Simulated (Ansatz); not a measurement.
# The gap of KCl (Sylvite): a ladder of methods and an error budget, part 2 of 2

Aim: a best estimate of the quasiparticle gap of KCl (Sylvite), with each correction and its cost laid out.

Ansatz 0.2.0; density functionals, hybrids, G0W0, plane waves, PAW. Known limits of the many-body steps: not at the basis limit.

So far. Step 11 (G0W0, 4×4×4 mesh, 400 empty bands, screening to 200 eV): Against the run with 4×4×4 mesh, 185 empty bands, screening to 120 eV, the gap moves by +0.13 eV. Step 12 (G0W0@HSE06, 4×4×4 mesh, 185 empty bands, screening to …): Against the run with 4×4×4 mesh, 185 empty bands, screening to 120 eV on PBE, the gap moves by +0.61 eV, while the start moved by +1.31 eV.

In doubt: masses and optical values from hybrid runs of this build are listed as unsure (steps 12, 15), which bears on the screening that GW takes from such a start.

## 13. G0W0@PBE, 4×4×4 mesh, 185 empty bands, screening to 120 eV, plasmon pole

A plasmon pole stands in for the full frequency dependence of the screening; this run shows what that costs in accuracy.

This step: G0W0 on PBE, plane waves, PAW.

input.yaml reads:

```yaml
crystal:
  lattice:
    - [0.0, 3.14647, 3.14647]
    - [3.14647, 0.0, 3.14647]
    - [3.14647, 3.14647, 0.0]
  atoms:
    - { symbol: K, position: [0.0, 0.0, 0.0] }
    - { symbol: Cl, position: [0.5, 0.5, 0.5] }
kpoints:
  mp_grid: { grid: [4, 4, 4] }
hamiltonian:
  xc: pbe
scf:
  occupations: { method: fixed }
gw:
  n_empty_bands: 185
  ecut_chi: 120
  qp_bands: [v2, c2]
  qp_kpoints: band_edges
  screening: { model: godby_needs }
```

Run with:

```console
$ ansatz run input.yaml --threads 3 --pin off --max-ram 92160MiB --backend cuda --events-out ev --progress --plain --runs-dir out --devices 1 --max-vram 13GiB
```

It took 15 s on 1 × NVIDIA H100 80GB HBM3 (shared by 6 runs) with 3 threads of AMD EPYC 7R13 (Zen 3), shared host; peak memory 1.1 GiB.

Numbers from this step:

- bands summed: 193
- plasmon-pole fit frequency: 18.82 eV
- RPA ε∞ on this mesh (eigenvalues): 2.174, 2.174, 2.174
- plane waves in the screening matrix: 169
- G0W0 gap on the mesh: 7.901 eV
- k of the valence top: 0, 0, 0
- k of the conduction bottom: 0, 0, 0
- starting gap on the mesh: 5.189 eV
- least direct G0W0 gap on the computed points: 7.901 eV

Against the run with 4×4×4 mesh, 185 empty bands, screening to 120 eV, the gap moves by +0.02 eV.

## 14. G0W0@PBE, 4×4×4 mesh, 185 empty bands, screening to 120 eV, hard PAW files

Other atomic data (hard PAW) test the pseudisation: the cutoff goes from 420 to 660 eV, with the same valence electrons.

input.yaml: that of step 13 with these lines changed.

```diff
@@ -12,2 +12,3 @@
   xc: pbe
+  pseudopotentials: { kind: paw, source: ansatz }
 scf:
@@ -19,2 +20,2 @@
   qp_kpoints: band_edges
-  screening: { model: godby_needs }
+  screening: { model: contour_deformation }
```

Wall time 6.2 s (1 × NVIDIA H100 80GB HBM3 (shared by 6 runs) with 3 threads); peak memory 1.1 GiB; 6.9 s of CPU time.

This step gave:

```
bands summed                                 : 193
RPA ε∞ on this mesh (eigenvalues)            : 2.173, 2.173, 2.173
plane waves in the screening matrix          : 169
G0W0 gap on the mesh                         : 7.878 eV
k of the valence top                         : 0, 0, 0
k of the conduction bottom                   : 0, 0, 0
starting gap on the mesh                     : 5.189 eV
least direct G0W0 gap on the computed points : 7.878 eV
```

Against the run with 4×4×4 mesh, 185 empty bands, screening to 120 eV, the gap moves by −0.0002 eV.

## 15. G0W0@PBE0, 4×4×4 mesh, 185 empty bands, screening to 120 eV

This step: G0W0 on PBE0, plane waves, PAW.

input.yaml: that of step 14 with these lines changed.

```diff
@@ -11,4 +11,3 @@
 hamiltonian:
-  xc: pbe
-  pseudopotentials: { kind: paw, source: ansatz }
+  xc: pbe0
 scf:
```

Run time: 17 s. Hardware: 1 × NVIDIA H100 80GB HBM3 (shared by 6 runs) with 3 threads; peak memory 1.2 GiB.

This step gave:

| Item | Value |
| --- | --- |
| bands summed | 193 |
| RPA ε∞ on this mesh (eigenvalues) | 1.936, 1.936, 1.936 |
| plane waves in the screening matrix | 169 |
| G0W0 gap on the mesh | 8.706 eV |
| k of the valence top | 0, 0, 0 |
| k of the conduction bottom | 0, 0, 0 |
| starting gap on the mesh | 7.239 eV |
| least direct G0W0 gap on the computed points | 8.706 eV |

Against the run with 4×4×4 mesh, 185 empty bands, screening to 120 eV on HSE06, the gap moves by +0.22 eV, while the start moved by +0.74 eV.

## 16. The ladder

Times are wall times on 1 × NVIDIA H100 80GB HBM3 (shared by 6 runs) with 3 threads of AMD EPYC 7R13 (Zen 3), shared host, good to a factor of about two. G0W0 rows are gaps on the mesh, lowered by the amount that the mesh misses the start's edges, a rough step that assumes the same correction there.

```
                                   level  gap (eV)  least direct gap (eV)   time
                                     PBE      5.19                   5.19  7.4 s
                                     LDA      4.74                   4.74  3.6 s
                                  r2SCAN      5.83                   5.83    4 s
                                   HSE06      6.50                   6.50  7.5 s
                                    PBE0      7.24                   7.24  8.2 s
                                DDH-PBE0      8.75                   8.75   11 s
               G0W0@PBE (65 empty bands)      7.65                      -   12 s
              G0W0@PBE (185 empty bands)      7.88                      -   12 s
              G0W0@PBE (400 empty bands)      8.01                      -   11 s
            G0W0@HSE06 (185 empty bands)      8.49                      -   16 s
G0W0@PBE (185 empty bands, plasmon pole)      7.90                      -   15 s
    G0W0@PBE (185 empty bands, hard PAW)      7.88                      -  6.2 s
             G0W0@PBE0 (185 empty bands)      8.71                      -   17 s
```

## 17. Adding up the best estimate

```
                                                                   term      eV  running total (eV)
                                             G0W0 on the mesh, top rung   8.012               8.012
to the limit, by a line in one over the bands through the two top rungs  +0.120               8.132
```

Changes that are not added in, each against a run with equal bands and cutoff:

```
                                 change       eV
                            start HSE06    +0.61
plasmon pole in place of full frequency    +0.02
                         hard PAW files  −0.0002
                             start PBE0    +0.83
```

## 18. Outcome

```
PBE gap                     : 5.19 eV, direct
HSE06                       : 6.50 eV
PBE0                        : 7.24 eV
DDH-PBE0                    : 8.75 eV
G0W0, top rung on the mesh  : 8.01 eV
best estimate, G0W0@PBE     : 8.13 eV
GW settings of the top rung : 4×4×4 mesh, 400 empty bands, screening to 200 eV
known limits                : one-shot GW, static lattice; one k mesh, untested
```

The best estimate for G0W0@PBE is 8.13 eV, direct on the mesh, against 5.19 eV at the start. The pair of rungs below gives a limit −0.11 eV away. Of the changes left open the largest, +0.83 eV, comes from starting at PBE0. Among the functionals DDH-PBE0 comes nearest: +0.62 eV from the estimate. The RPA ε∞ on the GW mesh averages 2.2 against 2.3 from perturbation theory, which takes a denser mesh of its own and holds the xc response as well. All runs took 2.3 min, 64 % of it in G0W0.

[Paths, hosts, dates, memory and timing lines, banners, echoed tables and standing remarks are left out of the program output.]

[Logs are printed without paths, hosts, clocks, repeated set-up lines and the standing remarks that a program may print on its own settings, such as how far it seeks lower states.]

[Runs of the session that timed out or met a known fault of the program may be left out.]

[Cells called generated may have been cut or substituted from an entry of the Crystallography Open Database or the Materials Project.]

[Hosts, paths, dates, database ids (printed as entryN), source tags and the programs' standing remarks are cut or masked in the printed files.]
